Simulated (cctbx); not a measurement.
# Occupancies in RbHoSn

Cell a = 5.6360 Å, b = 5.6360 Å, c = 8.9660 Å, α = 90.00°, β = 90.00°, γ = 120.00°; space group P6_3mc (no. 186); nominal formula RbHoSn.

The data are simulated with cctbx, not measured: Ag Kα, λ = 0.56087 Å, to d = 0.77 Å, 50 % of the full sphere, strongest reflection 5000 counts, noise from counting, a 4 % proportional error and a noise floor of 4 counts (s.d.); no absorption.

With every site full:

```text
Rint 0.046, 247 unique reflections to 0.77 A
cycle     R1     wR2    GooF  max shift (A)
   1  0.1620  0.3730   9.578   0.00426
   2  0.0423  0.1221   3.135   0.00012
final R1 0.0423 wR2 0.1221 GooF 3.135  parameters 9  data/parameter 27.4
atom        x        y        z      Ueq    occ   su(xyz)  su(Uiso or U11)
Ho1    0.00000  0.00000  0.99150   0.0119  1.000  0.00019  0.0007
Sn2    0.66667  0.33333  0.72380  -0.0045  1.000  0.00027  0.0007  NPD
Rb1    0.66667  0.33333  0.32278   0.0050  1.000  0.00037  0.0012
difference map: max 4.52 min -4.42 rms 0.63
Q1    0.3333  0.6667  0.2336    2    4.63  0.09 A from Sn2
Q2    0.3333  0.6667  0.9403    2    3.13  1.05 A from Rb1
Q3    0.3333  0.6667  0.0465    2    2.36  1.59 A from Sn2
Q4    0.3333  0.6667  0.8166    2    1.73  0.06 A from Rb1
Q5    0.3333  0.6667  0.4484    2    1.61  2.01 A from Sn2
Q6    0.3333  0.6667  0.5315    2    1.47  2.61 A from Rb1
```

With the occupancies of the suspect sites free, each still typed as its main element:

```text
Rint 0.046, 247 unique reflections to 0.77 A
cycle     R1     wR2    GooF  max shift (A)
   1  0.1227  0.3025   7.800   0.00045
  19  0.0195  0.0464   1.196   0.00001
final R1 0.0195 wR2 0.0463 GooF 1.194  parameters 11  data/parameter 22.5
atom        x        y        z      Ueq    occ   su(xyz)  su(Uiso or U11)
Ho1    0.00000  0.00000  0.99167   0.0060  0.861  0.00007  0.0003
Sn2    0.66667  0.33333  0.72371   0.0024  1.121  0.00011  0.0004
Rb1    0.66667  0.33333  0.32238   0.0079  1.000  0.00015  0.0007
su of occupancy Ho1: 0.011
su of occupancy Sn2: 0.016
difference map: max 0.71 min -1.25 rms 0.18
Q1    0.0000  0.0000  0.3326    2    0.71  1.43 A from Ho1
Q2    0.1052  0.5526  0.1485    6    0.61  1.30 A from Sn2
Q3    0.0000  0.0000  0.1455    2    0.56  1.38 A from Ho1
Q4    0.1165  0.2329  0.9997    6    0.54  1.14 A from Ho1
Q5    0.1607  0.3214  0.4409    6    0.52  1.63 A from Ho1
Q6    0.1275  0.5638  0.3378    6    0.51  1.43 A from Sn2
```

**Question.** What is the disorder?

X-rays count electrons. Ho1 refines to 0.861(0.011), or 57.7 electrons; the site truly holds 0.6 Ho and 0.4 Sn, 60.2 electrons, which is 0.899 of Ho; Sn2 refines to 1.121(0.016), or 56.0 electrons; the site truly holds 0.6 Sn and 0.4 Ho, 56.8 electrons, which is 1.136 of Sn. A value under 1 can't tell vacancies from a lighter guest, and one over 1 needs a heavier guest; chemistry or a second radiation must settle which. Occupancy correlates with U and the scale, and the two elements' form factors differ in shape, so the match is approximate.

Freeing them takes R1 from 0.0423 to 0.0195 and GooF from 3.13 to 1.19.

The model was made for the exercise: a known structure type with other elements put in, its volume estimated, not relaxed; displacement parameters are assumed.

[Middle refinement cycles are left out of these outputs.]

[Logs are printed without paths, hosts, clocks, repeated set-up lines and the standing remarks that a program may print on its own settings, such as how far it seeks lower states.]
